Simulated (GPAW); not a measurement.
The Zr L₃ edge of atom 1 in ZrS (Fm-3m), with 6 S at 2.62 Å (octahedral, site symmetry m-3m), was computed in 2 ways: excited-electron core hole (neutral cell) and no core hole. Program and functional: GPAW, LDA, Gaussian full width 1.57 eV up to 4 eV, rising linearly to 3.5 eV at 25 eV; cells of 2 and 12 atoms (the run without a hole in the smaller).

Each run is counted from its own lowest empty level or Fermi level and scaled to a mean of 1 over its first 20 eV.

| E (eV) | run 1 | run 2 |
| --- | --- | --- |
| -2.0 | 0.00 | 0.00 |
| -1.4 | 0.07 | 0.05 |
| -0.8 | 0.46 | 0.33 |
| -0.2 | 1.68 | 1.03 |
| 0.4 | 3.40 | 1.96 |
| 1.0 | 4.23 | 2.86 |
| 1.6 | 3.68 | 3.46 |
| 2.2 | 2.59 | 3.18 |
| 2.8 | 1.64 | 2.31 |
| 3.4 | 1.00 | 1.52 |
| 4.0 | 0.68 | 0.89 |
| 4.6 | 0.62 | 0.62 |
| 5.2 | 0.61 | 0.75 |
| 5.8 | 0.58 | 0.82 |
| 6.4 | 0.65 | 0.75 |
| 7.0 | 0.82 | 0.81 |
| 7.6 | 0.95 | 0.96 |
| 8.2 | 0.95 | 0.98 |
| 8.8 | 0.87 | 0.89 |
| 9.4 | 0.77 | 0.81 |
| 10.0 | 0.70 | 0.81 |
| 10.6 | 0.65 | 0.79 |
| 11.2 | 0.58 | 0.67 |
| 11.8 | 0.49 | 0.52 |
| 12.4 | 0.41 | 0.41 |
| 13.0 | 0.37 | 0.37 |
| 13.6 | 0.35 | 0.37 |
| 14.2 | 0.38 | 0.40 |
| 14.8 | 0.44 | 0.44 |
| 15.4 | 0.51 | 0.50 |
| 16.0 | 0.57 | 0.56 |
| 16.6 | 0.61 | 0.61 |
| 17.2 | 0.64 | 0.64 |
| 17.8 | 0.64 | 0.65 |
| 18.4 | 0.62 | 0.62 |
| 19.0 | 0.57 | 0.57 |
| 19.6 | 0.51 | 0.51 |
| 20.2 | 0.44 | 0.45 |
| 20.8 | 0.41 | 0.42 |
| 21.4 | 0.41 | 0.40 |
| 22.0 | 0.43 | 0.42 |
| 22.6 | 0.46 | 0.44 |
| 23.2 | 0.49 | 0.46 |
| 23.8 | 0.49 | 0.47 |
| 24.4 | 0.48 | 0.46 |
| 25.0 | 0.47 | 0.44 |
| 25.6 | 0.47 | 0.44 |
| 26.2 | 0.50 | 0.47 |
| 26.8 | 0.54 | 0.51 |
| 27.4 | 0.59 | 0.56 |
| 28.0 | 0.64 | 0.60 |
| 28.6 | 0.67 | 0.64 |
| 29.2 | 0.69 | 0.65 |
| 29.8 | 0.68 | 0.65 |
| 30.4 | 0.64 | 0.62 |
| 31.0 | 0.59 | 0.57 |
| 31.6 | 0.55 | 0.52 |

The database entry behind the starting cell differs from later determinations by our own check (an axis about 1.9 % long against later determinations), so it need not match the best structure at ambient conditions.

**Question.** Which run is which?

Run 1: excited-electron core hole (neutral cell) (area from −2 to 6 eV 12.7, main maxima 1.0 eV (4.23), 7.8 eV (0.96), 17.6 eV (0.64) and 29.2 eV (0.69)). Run 2: no core hole (area from −2 to 6 eV 11.8, main maxima 1.8 eV (3.48), 5.6 eV (0.82), 8.0 eV (1.00) and 29.4 eV (0.66)). With each curve scaled to its own mean, the area from −2 to 6 eV with the hole is 12.7 against 11.8, and the centre of weight from −1 to 20 eV moves by -0.5 eV (first and strongest maxima below 20 eV: 1.8 eV (3.48), 5.6 eV (0.82) and 8.0 eV (1.00) without the hole, 1.0 eV (4.23), 7.8 eV (0.96) and 17.6 eV (0.64) with it); the shape changes all the same, by 31 % r.m.s.

[Hosts, paths, dates, database ids (printed as entryN), source tags and the programs' standing remarks are cut or masked in the printed files.]

[Lists of maxima count a maximum above −3 eV only where it reaches 4 % of the highest in the window and stands out from its surroundings by 2 % of it (1.5 % where it reaches 55 %); shoulders and weaker maxima are passed over, and of the rest the first, up to two pre-edge ones and the few strongest are named.]
